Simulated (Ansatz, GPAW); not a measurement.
# Work function of a 9-layer slab of V(100) at several levels, part 3 of 3

How far do functional and basis move the work function of a 9-layer slab of V(100)?

GPAW 26.7.0 and Ansatz 0.2.0; Ansatz plane waves; slab in vacuum with a dipole correction, relaxation (the session's first sound run).

So far, upper work function (eV): step 2 (relaxation, PBE) 3.73; step 6 (OptPBE vdW: xc = "optPBE-vdW", GPAW, PAW setups, GPAW) 3.95; step 7 (self-consistent run: xc = "LDA") 3.99; step 8 (self-consistent run: xc = "vdW-DF2", GPAW, PAW setups, GPAW) 4.14; step 9 (real-space grid: mode = "fd", PBE, GPAW) 3.72.

### Step 11. A second plane-wave code

A second program with its own datasets checks the number independently.

This step: Ansatz plane waves; slab in vacuum with a dipole correction (Ansatz 0.2.0).

File input.yaml:

```yaml
crystal:
  lattice:
    - [3.02, 0.0, 0.0]
    - [0.0, 3.02, 0.0]
    - [0.0, 0.0, 26.08]
  atoms:
    - { symbol: V, position: [0.0, 0.0, 0.268404908] }
    - { symbol: V, position: [0.5, 0.5, 0.326303681] }
    - { symbol: V, position: [0.0, 0.0, 0.384202454] }
    - { symbol: V, position: [0.5, 0.5, 0.442101227] }
    - { symbol: V, position: [0.0, 0.0, 0.4989977262] }
    - { symbol: V, position: [0.5, 0.5, 0.5552078563] }
    - { symbol: V, position: [0.0, 0.0, 0.6135172572] }
    - { symbol: V, position: [0.5, 0.5, 0.6708671525] }
    - { symbol: V, position: [0.0, 0.0, 0.7202875591] }
kpoints:
  mp_grid: { grid: [10, 10, 1] }
hamiltonian:
  xc: pbe
scf:
  occupations: { method: fermi_dirac, width: 0.1 }
efield:
  axis: 3
  dipole_correction: true
  ramp_width: 0.05
output:
  forces: true
  write_potential: true
  write_density: true
  volumetric_format: npy
  elf: true
```

Started as:

```console
ansatz run input.yaml --threads 4 --pin off --max-ram 8192MiB --backend cpu --events-out ev --progress --plain --runs-dir out
```

Numbers of over 12 decimals in the logs are rounded to 6 here.

Log:

```text
[...]
Crystal: 9 atoms, lattice volume = 237.860 Å³
Basis set: ecut = 420 eV, 4583 PW (Γ), exchange–correlation on 48×48×360 points (8 copies of the dense FFT grid, shifted against one another)
Bands: 71, of which v1, the nominal top of the filled ones, is band 59 counted from 1 (58 counted from 0)
Symmetry: 8 space group operations
[...]
k-points: 21 of 100
[...]
SCF iter   1: F=—  HF=-26209.142817 eV  |F-HF|=—  |Δ(HF+E_count)|=         —  Δρ=1.87e-2  dr2=1.15e1  ethr=1.77e-3  p=0.009 e·Å  D=6.49e-3 V/Å  ΔV_dip=-0.17 eV  dr2_dipole=2.67e0  V_vac-E_F(+/−)=3.98/4.15 eV  ⟨swp⟩=8.0  Hψ=6047  notcnv=0
[...]
SCF iter   9: F=-26209.029403 eV  HF=-26209.029403 eV  |F-HF|=2.11e-8  |Δ(HF+E_count)|=   3.68e-8  Δρ=4.95e-6  dr2=8.61e-8  ethr=8.55e-11  p=0.006 e·Å  D=4.88e-3 V/Å  ΔV_dip=-0.13 eV  dr2_dipole=1.67e-10  V_vac-E_F(+/−)=3.72/3.85 eV  ⟨swp⟩=25.1  Hψ=12705  notcnv=0
SCF 1 converged in 9 iterations: F = -26209.029403 eV  dr2 = 8.61e-8
[...]
SCF converged after 9 iterations
Free energy (F): -26209.029403 eV
[...]
Internal energy: -26208.582896 eV  (E = F + TS)
E sigma→0 (E₀):  -26208.806150 eV
Entropy (-TS):   -0.446507 eV (-49.612 meV/atom)
Fermi energy:    6.767264 eV
Dipole field:    D = 0.004897 V/Å  (p = 0.006437 e·Å, saw-weighted, corrected)
Work function:   Φ+ = 3.7249 eV   Φ− = 3.8526 eV
[...]
--- Forces (eV/Å), atoms counted from 1 ---
  atom   1  V      0.00000000     0.00000000     1.14150208
  atom   2  V     -0.00000000    -0.00000000    -0.72586387
  atom   3  V     -0.00000000    -0.00000000    -0.40166931
  atom   4  V     -0.00000000    -0.00000000    -0.01811345
  atom   5  V      0.00000000     0.00000000     0.00545306
  atom   6  V     -0.00000000     0.00000000    -0.00302869
  atom   7  V      0.00000000     0.00000000     0.00371197
  atom   8  V     -0.00000000     0.00000000    -0.00928542
  atom   9  V      0.00000000     0.00000000     0.00745736
  max |Σ_I F_I| component: 1.64e-4 eV/Å
--- Band table (eV; the first three rows and the last of 21) ---
  k-point 0: bands = [... 55 lower, 7.0225, 7.1175, 7.1175, 7.1668, 7.1668, 7.2079, 7.2183, 7.2183, ... 8 higher]
  k-point 1: bands = [... 55 lower, 6.8759, 6.9603, 7.0075, 7.1306, 7.1325, 7.2208, 7.2360, 7.3994, ... 8 higher]
  k-point 2: bands = [... 55 lower, 6.6292, 6.7206, 6.8255, 6.9338, 7.0084, 7.1388, 7.3803, 7.5637, ... 8 higher]
  k-point 20: bands = [... 55 lower, 6.0302, 6.0302, 6.6586, 6.6586, 7.4975, 7.4975, 8.2939, 8.3092, ... 8 higher]
```

The job ended after 16 s (4 threads of Arm Neoverse V1, shared host; peak memory 0.78 GiB; 62 s of CPU time).

Numbers from this step:

```yaml
upper_work_function: 3.725 eV
lower_work_function: 3.853 eV
dipole_along_the_normal: 0.006437 e·Å
dipole_field: 0.004897 V/Å
```

The electrostatic potential energy of an electron (with the applied field's), less the Fermi level, planar mean oscillates, so the rows of the table below give means over windows of 1.45 Å about each position, cut where the curve ends. Its maxima inside the range that stand out by 2 % of the span (Å: eV): 7.8: -6.82, 9.3: -6.82, 10.7: -6.83, 12.3: -7.17, 13.8: -7.43, 15.2: -6.65, 16.8: -7.07. Its minima: 7.1: -8.74, 8.5: -8.47, 10.0: -8.45, 11.6: -8.46, 13.0: -8.45, 14.3: -8.46, 16.1: -8.53, 18.1: -10.2.

The electrostatic potential energy of an electron (with the applied field's), less the Fermi level, planar mean by z; means over each step:

| z (Å) | electrostatic potential energy of an electron (with the applied field's), less the Fermi level, planar mean (eV) |
| --- | --- |
| 0.72 | 3.84 |
| 2.17 | 3.85 |
| 3.62 | 3.81 |
| 5.07 | 3.06 |
| 6.52 | -5.15 |
| 7.97 | -7.79 |
| 9.42 | -7.76 |
| 10.87 | -7.74 |
| 12.32 | -7.89 |
| 13.77 | -8.02 |
| 15.22 | -7.68 |
| 16.67 | -7.91 |
| 18.12 | -9.44 |
| 19.57 | -2.77 |
| 21.02 | 3.35 |
| 22.47 | 3.71 |
| 23.92 | 3.72 |
| 25.37 | 3.74 |

The valence density, planar mean oscillates, so the rows of the table below give means over windows of 1.45 Å about each position, cut where the curve ends. Its maxima inside the range that stand out by 2 % of the span (Å: e/Å³): 7.0: 1.48, 8.5: 1.50, 10.0: 1.51, 11.6: 1.50, 13.0: 1.52, 14.5: 1.52, 15.9: 1.49, 17.5: 1.53, 18.8: 1.50. Its minima: 7.7: 0.446, 9.3: 0.418, 10.7: 0.428, 12.3: 0.445, 13.8: 0.453, 15.2: 0.413, 16.8: 0.445, 18.1: 0.649.

The valence density, planar mean by z; means over each step:

z (Å), valence density, planar mean (e/Å³) and a bar:
```
     2.17       0.00 
     3.62       0.00 
     5.07       0.02 
     6.52       0.71 ###################
     7.97       0.93 #########################
     9.42       0.93 #########################
    10.87       0.92 ########################
    12.32       0.95 #########################
    13.77       0.96 ##########################
    15.22       0.91 ########################
    16.67       0.94 #########################
    18.12       1.13 ##############################
    19.57       0.43 ###########
    21.02       0.01 
    22.47       0.00 
    23.92       0.00
```

Force by atom:

| atom | x (eV/Å) | y (eV/Å) | z (eV/Å) | size |
| --- | --- | --- | --- | --- |
| V1 | 0.00 | 0.00 | 1.14 | 1.14 |
| V2 | 0.00 | 0.00 | -0.73 | 0.73 |
| V3 | 0.00 | 0.00 | -0.40 | 0.40 |
| V4 | 0.00 | 0.00 | -0.02 | 0.02 |
| V5 | 0.00 | 0.00 | 0.01 | 0.01 |
| V6 | 0.00 | 0.00 | 0.00 | 0.00 |
| V7 | 0.00 | 0.00 | 0.00 | 0.00 |
| V8 | 0.00 | 0.00 | -0.01 | 0.01 |
| V9 | 0.00 | 0.00 | 0.01 | 0.01 |

Electrostatic potential energy in the ca plane at fractional y = 0.000, with atoms of V within 0.2 Å of it. With pseudopotentials it is smooth inside the atoms' cores, unlike the true potential.

Values in eV, 5 rows by 16 columns, each cell a mean:
```
  3  -7 -22   1  -7 -22   1  -7 -22   1 -13 -21   4  10  10  11
  7   5  -2   7   5  -2   7   5  -2   7   3  -2   8  10  10  11
  8   8   7   8   8   7   8   8   7   8   7   7   9  10  11  11
  6   2 -11   6   2 -11   6   2 -11   6  -2  -9   7  10  10  11
  1  -9 -20  -1  -9 -20  -1  -9 -21  -1 -15 -20   3  10  10  11
```
Columns run along c (16.0 Å, from fractional 0.30 to 0.91 of the cell; values clipped at the 3rd and 97th percentile), rows up along a (3.0 Å). Atoms in or near the plane, at fractional coordinates: V at (0.38, 0.00), V at (0.50, 0.00), V at (0.61, 0.00), V at (0.72, 0.00).

Valence density in the ca plane at fractional y = 0.000, with atoms of V within 0.2 Å of it. It is the smooth field of the valence electrons, not physical close to the nuclei.

Values in units of 1e0 e/Å³, 5 rows by 16 columns, each cell a mean:
```
0.4 1.2 6.3 0.4 1.1 6.4 0.4 1.1 6.4 0.4 2.4 5.3 0.1 0.0 0.0 0.0
0.3 0.3 0.5 0.3 0.3 0.5 0.3 0.3 0.5 0.3 0.4 0.4 0.0 0.0 0.0 0.0
0.2 0.2 0.2 0.2 0.2 0.2 0.2 0.2 0.2 0.2 0.3 0.2 0.0 0.0 0.0 0.0
0.3 0.4 1.2 0.3 0.4 1.2 0.3 0.4 1.2 0.3 0.6 1.0 0.1 0.0 0.0 0.0
0.4 1.6 9.3 0.5 1.6 9.3 0.5 1.6 9.3 0.5 3.5 7.7 0.1 0.0 0.0 0.0
```
Columns run along c (16.0 Å, from fractional 0.30 to 0.91 of the cell), rows up along a (3.0 Å). Atoms in or near the plane, at fractional coordinates: V at (0.38, 0.00), V at (0.50, 0.00), V at (0.61, 0.00), V at (0.72, 0.00).

ELF in the ca plane at fractional y = 0.000, with atoms of V within 0.2 Å of it. It is the smooth field of the valence electrons, not physical close to the nuclei.

Values, 5 rows by 16 columns, each cell a mean:
```
0.35 0.32 0.65 0.31 0.33 0.65 0.31 0.33 0.65 0.32 0.41 0.60 0.08 0.05 0.01 0.00
0.46 0.35 0.22 0.44 0.36 0.22 0.43 0.37 0.22 0.43 0.36 0.19 0.13 0.07 0.01 0.00
0.48 0.47 0.37 0.49 0.47 0.37 0.48 0.49 0.36 0.46 0.52 0.30 0.22 0.09 0.01 0.00
0.42 0.31 0.30 0.39 0.31 0.29 0.39 0.32 0.30 0.40 0.32 0.27 0.10 0.06 0.01 0.00
0.33 0.34 0.71 0.29 0.35 0.71 0.29 0.35 0.71 0.30 0.46 0.67 0.09 0.04 0.01 0.00
```
Columns run along c (16.0 Å, from fractional 0.30 to 0.91 of the cell), rows up along a (3.0 Å). Atoms in or near the plane, at fractional coordinates: V at (0.38, 0.00), V at (0.50, 0.00), V at (0.61, 0.00), V at (0.72, 0.00).

The upper face's work function is 3.725 eV, against 3.722 eV in the first plane-wave PBE run at this geometry.

### Step 12. Side by side

Results and costs are gathered.

This step: comparison of work functions, dipole and cost (GPAW 26.7.0).

Ladder, by row:

| step | code | work function, upper (eV) | work function, lower (eV) | dipole (e Å) | wall time (s) | peak memory (GiB) | threads |
| --- | --- | --- | --- | --- | --- | --- | --- |
| pw | GPAW | 3.722 | 3.851 | 0.006513 | 611.9 | 0.35 | 1 |
| RPBE | GPAW | 3.568 | 3.706 | 0.006962 | 629.8 | 0.35 | 1 |
| revPBE | GPAW | 3.584 | 3.722 | 0.006989 | 600.8 | 0.35 | 1 |
| optPBE-vdW | GPAW | 3.951 | 4.05 | 0.005047 | 670.8 | 0.47 | 1 |
| LDA | GPAW | 3.985 | 4.093 | 0.005453 | 626.8 | 0.35 | 1 |
| vdW-DF2 | GPAW | 4.142 | 4.22 | 0.003995 | 700.6 | 0.47 | 1 |
| fd | GPAW | 3.721 | 3.849 | 0.006462 | 2918 | 1.76 | 1 |
| ansatz | Ansatz | 3.725 | 3.853 | 0.006437 | 16.06 | 0.784 | 4 |

### Step 13. Results

- work function, upper and lower face: 3.722 and 3.851 eV
- dipole along the normal: 0.00651 e Å

In words: With plane waves and PBE the work function is 3.72 eV on the upper face and 3.85 eV on the lower. The two faces differ by 0.13 eV, the step that the slab's dipole makes (e p/(ε0 A) gives 0.13 eV), so the dipole layer is needed. The lowest atoms were held at bulk positions, which alone makes the faces unlike. The measured value for polycrystalline V, which weights the faces of low work function, is 4.3 eV (as compiled in "Anisotropic work function of elemental crystals", 2019, arxiv:1902.07811); the relaxed upper face lies 0.58 eV under it with PBE, and vdW-DF2 comes nearest (4.14 eV). Measured work functions scatter by a tenth of an eV or more between methods. Over the sound runs of the table the upper face's work function spans 3.568 (RPBE) to 4.142 eV (vdW-DF2). The two plane-wave codes differ by 0.0025 eV on the upper face. The runs had no spin polarisation, so a magnetic state, which thin layers of d-metal atoms can have, wasn't tested. The in-plane lattice was kept as typed, which isn't the functional's own and leaves some strain; spin-orbit coupling and temperature are left out.

[Logs are printed without paths, hosts, clocks, repeated set-up lines and the standing remarks that a program may print on its own settings, such as how far it seeks lower states.]

[Hosts, paths, dates, database ids (printed as entryN), source tags and the programs' standing remarks are cut or masked in the printed files.]
